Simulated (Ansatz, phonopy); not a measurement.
# BN (F-43m): phonons against volume, part 2 of 2

Which modes of BN drive its thermal expansion? The starting cell is a computed one from a database.

Ansatz 0.2.0; DFT LDA, scalar-relativistic, plane waves, PAW; PAW set soft_1.

So far. Step 13 (Single point at a scaled cell, V/V0 0.97): The run ends at a pressure of 12.91 GPa. Step 14 (Phonons, V/V0 0.97): No mode is imaginary beyond numerical noise at the solved wavevectors. The highest zone-centre mode (no LO–TO term) moved by +3.8 % for a volume change of -3.0 %.

### 15. Single point at a scaled cell, V/V0 1.05

File input.yaml:

```yaml
crystal:
  lattice:
    - [0.0, 1.8192735655, 1.8192735655]
    - [1.8192735655, 0.0, 1.8192735655]
    - [1.8192735655, 1.8192735655, 0.0]
  atoms:
    - { symbol: B, position: [0.0, 0.0, 0.0] }
    - { symbol: "N", position: [0.75, 0.75, 0.75] }
kpoints:
  mp_grid: { grid: [12, 12, 12] }
hamiltonian:
  xc: lda
  pseudopotentials: { kind: paw, azcp: { folder: soft_1 }, xc_functional: pbe }
scf:
  occupations: { method: fixed }
  lower_state_search: "off"
output:
  forces: true
  stress: true
  eigenvalues: true
```

Command:

```bash
ansatz run input.yaml --threads 8 --pin off --max-ram 16384MiB --backend cpu --events-out ev --progress --plain --runs-dir out
```

Run time: 0.42 s. Hardware: 8 threads of Arm Neoverse N1, shared host; peak memory 0.25 GiB.

The run ends at a pressure of -17.92 GPa.

### 16. Lattice dynamics at this volume, V/V0 1.05

input.yaml, the sections that differ from step 15:

```yaml
output:
  eigenvalues: true
phonons:
  method: dfpt
  dielectric: true
  rigid_motions: translations
  qmesh: [4, 4, 4]
  temperatures: { t_max: 1000, t_step: 50 }
  qpath:
    path:
      - [[0.0, 0.0, 0.0], [-0.5, -0.5, 0.0], [-0.375, -0.375, 0.25]]
      - [[-0.375, 0.0, 0.375], [0.0, 0.0, 0.0], [0.0, 0.0, 0.5], [-0.5, -0.25, 0.25], [-0.5, -0.5, 0.0]]
    npoints: 10
# crystal, kpoints, hamiltonian, scf: as in step 15
```

Elapsed: 28 s, on 8 threads; peak memory 0.71 GiB.

LO-TO term included. Phonon branches along the path, in cm⁻¹:

```tsv
point	branch 1	branch 2	branch 3	branch 4	branch 5	branch 6
Γ	0	0	0	1004	1004	1238
halfway	458	458	627	952	952	1215
X	696	696	851	851	975	1119
halfway	687	744	849	855	969	1091
U	658	834	851	867	932	1043
jump to K	658	834	851	867	932	1043
halfway	418	520	640	949	981	1172
Γ	0	0	0	1004	1004	1238
halfway	347	347	602	970	970	1206
L	483	483	921	939	939	1113
halfway	590	675	900	904	957	1046
W	765	790	841	925	943	956
halfway	726	741	849	860	966	1061
X	696	696	851	851	975	1119
```

No mode is imaginary beyond numerical noise at the solved wavevectors. The highest zone-centre mode (no LO–TO term) moved by -5.9 % for a volume change of +5.0 %.

### 17. How the modes move with volume

This step: DFT LDA, scalar-relativistic, plane waves, PAW; PAW set soft_1 (phonopy 4.10.0).

This step gave:

| Quantity | Value |
| --- | --- |
| share of modes with a negative Grüneisen parameter | 0 |

Mean Grüneisen, by row:

```tsv
T (K)	heat-capacity-weighted mean	root mean square
50	0.667	0.71
100	0.62	0.67
200	0.713	0.795
300	0.835	0.923
500	0.929	1.01
800	0.964	1.041
```

Table of mean mode Grueneisen parameter by wavenumber:

```tsv
wavenumber (cm⁻¹)	mean mode Grueneisen parameter
22	-
65	0.545
108	0.817
151	0.58
194	0.698
238	0.649
281	0.7
324	0.643
367	0.63
411	0.574
454	0.581
497	0.479
540	0.523
584	0.562
627	0.583
670	0.593
713	0.626
756	0.779
800	0.819
843	0.917
886	1.05
929	1.35
973	1.45
1016	1.37
1059	1.26
1102	0.95
1146	0.848
1189	0.881
1232	0.901
1275	0.929
```

Volume series, by row:

```tsv
V/V0	V (Å³/atom)	pressure (GPa)	E - E0 (meV/atom)	gap (eV)	zero-point energy (meV/atom)	lowest on the path (cm⁻¹)	highest at Gamma without the LO-TO term (cm⁻¹)
0.97	5.563	12.91	6.796	4.425	165.8	0	1108
0.985	5.649	6.234	1.585	4.407	163.2	0	1087
1	5.735	-0.008	0	4.389	160.7	0	1067
1.015	5.821	-5.825	1.579	4.373	158.2	0	1047
1.03	5.907	-11.25	6.18	4.356	155.7	0	1028
1.05	6.021	-17.92	16.65	4.332	152.5	0	1004
```

Optical frequency at Gamma without the LO-TO term, mode 4 against V/V0:

```tsv
V/V0	optical frequency at Gamma without the LO-TO term, mode 4 (cm⁻¹)
0.9700	1108
0.9850	1087
1.0000	1067
1.0150	1047
1.0300	1028
1.0500	1004
```

Grüneisen at points, by row:

```tsv
point	branch	frequency (cm⁻¹)	mode Grüneisen parameter
Γ	4	1067	1.24
Γ	6	1296	0.95
X	1	704.7	0.24
X	3	930.1	1.76
X	5	1025	1.02
X	6	1166	0.84
U	1	666.8	0.26
U	2	873.3	0.5
U	3	893.4	1.32
U	4	943	1.68
U	5	986.8	1.2
U	6	1098	1.08
K	1	666.8	0.26
K	2	873.3	0.5
K	3	893.4	1.32
K	4	943	1.68
K	5	986.8	1.2
K	6	1098	1.08
L	1	487.7	0.2
L	3	986.2	1.37
L	4	1009	1.45
L	6	1148	0.66
W	1	792.7	0.65
W	2	815.5	0.55
W	3	887	1.08
W	4	989.5	0.97
W	5	993.7	1.5
W	6	1024	1.42
```

### 18. Free-energy fit

Numbers from this step:

- volume expansion coefficient at 300 K: 5.03 1e-6/K
- isothermal bulk modulus at 300 K: 390.3 GPa
- C_P at 300 K: 8.044 J/mol-atom/K
- Grüneisen parameter at 300 K: 0.853

Table of energy (each curve on its own zero) by volume; values in meV/atom:

```tsv
volume (Å³/atom)	static	F at 0 K	F at 300 K	F at 1300 K
5.563	6.8	13.3	13.5	20.6
5.649	1.58	5.46	5.59	9.97
5.735	0	1.31	1.36	2.96
5.821	1.58	0.38	0.35	-0.87
5.907	6.18	2.54	2.41	-1.63
6.021	16.6	9.82	9.57	1.71
```

Phonopy-qha, vinet fit of F(V) at each temperature; no electronic free energy. Qha vinet, by row:

```tsv
T (K)	fitted volume (Å³/atom)	alpha_V (1e-6/K)	B_T (GPa)	C_P (J/mol-atom/K)	Grueneisen
100	5.802	0.2	391.5	0.411	0.6901
150	5.802	0.75	391.4	1.512	0.6811
200	5.802	1.83	391.2	3.359	0.742
250	5.803	3.33	390.9	5.652	0.8049
300	5.804	5.03	390.3	8.044	0.8534
350	5.806	6.71	389.5	10.3	0.888
400	5.808	8.25	388.6	12.31	0.9127
450	5.811	9.6	387.6	14.04	0.9305
500	5.814	10.78	386.5	15.52	0.9438
550	5.817	11.78	385.3	16.77	0.9539
600	5.821	12.64	384.1	17.83	0.9617
650	5.824	13.39	382.8	18.72	0.968
700	5.828	14.03	381.5	19.48	0.9731
750	5.832	14.58	380.1	20.13	0.9774
800	5.837	15.07	378.8	20.69	0.981
850	5.841	15.5	377.4	21.18	0.9842
900	5.846	15.88	376	21.6	0.9869
950	5.851	16.22	374.6	21.97	0.9894
1000	5.855	16.53	373.2	22.3	0.9915
1050	5.86	16.81	371.8	22.59	0.9935
1100	5.865	17.07	370.3	22.85	0.9953
1150	5.87	17.3	368.9	23.08	0.997
1200	5.875	17.52	367.4	23.29	0.9986
1250	5.881	17.73	366	23.48	1
```

Volume expansion coefficient, phonopy-qha, Vinet against temperature:

```tsv
temperature (K)	volume expansion coefficient, phonopy-qha, Vinet (1e-6/K)
75	0.08
125	0.42
150	0.75
200	1.83
250	3.33
275	4.17
325	5.88
375	7.5
400	8.25
450	9.6
500	10.8
525	11.3
575	12.2
625	13.0
650	13.4
700	14.0
725	14.3
775	14.8
825	15.3
850	15.5
900	15.9
950	16.2
975	16.4
1025	16.7
1075	16.9
1100	17.1
1150	17.3
1200	17.5
1225	17.6
1275	17.8
```

The fit gives a volume expansion of 5.03 × 10⁻⁶/K at 300 K.

### 19. What came out

| Item | Value |
| --- | --- |
| volume expansion coefficient at 300 K | 5.03 1e-6/K |
| isothermal bulk modulus at 300 K | 390.3 GPa |
| C_P at 300 K | 8.044 J/mol-atom/K |
| Grüneisen parameter at 300 K | 0.853 |
| mean mode Grüneisen parameter at 300 K | 0.835 |

**Reading.** Near room temperature BN expands by 5.03 × 10⁻⁶/K in volume by LDA, with C_P = 8.04 J/(mol K) per mole of atoms and B_T = 390 GPa. C_P at room temperature is 32 % of the classical 3R an atom, so the stiffest modes are still partly frozen out. The heat-capacity-weighted Grüneisen parameter goes from 0.667 at 50 K to 0.964 at 800 K. Weighting γ by the density of states and each mode's heat capacity at 300 K, modes below 430 cm⁻¹ give about 9 % of the sum of γC that drives the expansion, those up to 860 cm⁻¹ 40 % and the rest 52 %. Among the labelled points γ is largest for branch 3 at X (930 cm⁻¹, 1.8) and smallest for branch 1 at L (488 cm⁻¹, 0.2). The interpolation has no quadrupole term, so branches near the zone centre are less sure, since this crystal has sites that are not centres of inversion. The PAW files were made for PBE and are used here under another functional, for which the program regenerates the frozen cores.

[Logs are printed without paths, hosts, clocks, repeated set-up lines and the standing remarks that a program may print on its own settings, such as how far it seeks lower states.]

[Hosts, paths, dates, database ids (printed as entryN), source tags and the programs' standing remarks are cut or masked in the printed files.]

[A step with changed settings may run another functional than the one named; its input shows which.]

[Of the runs on displaced cells, only some may be shown.]
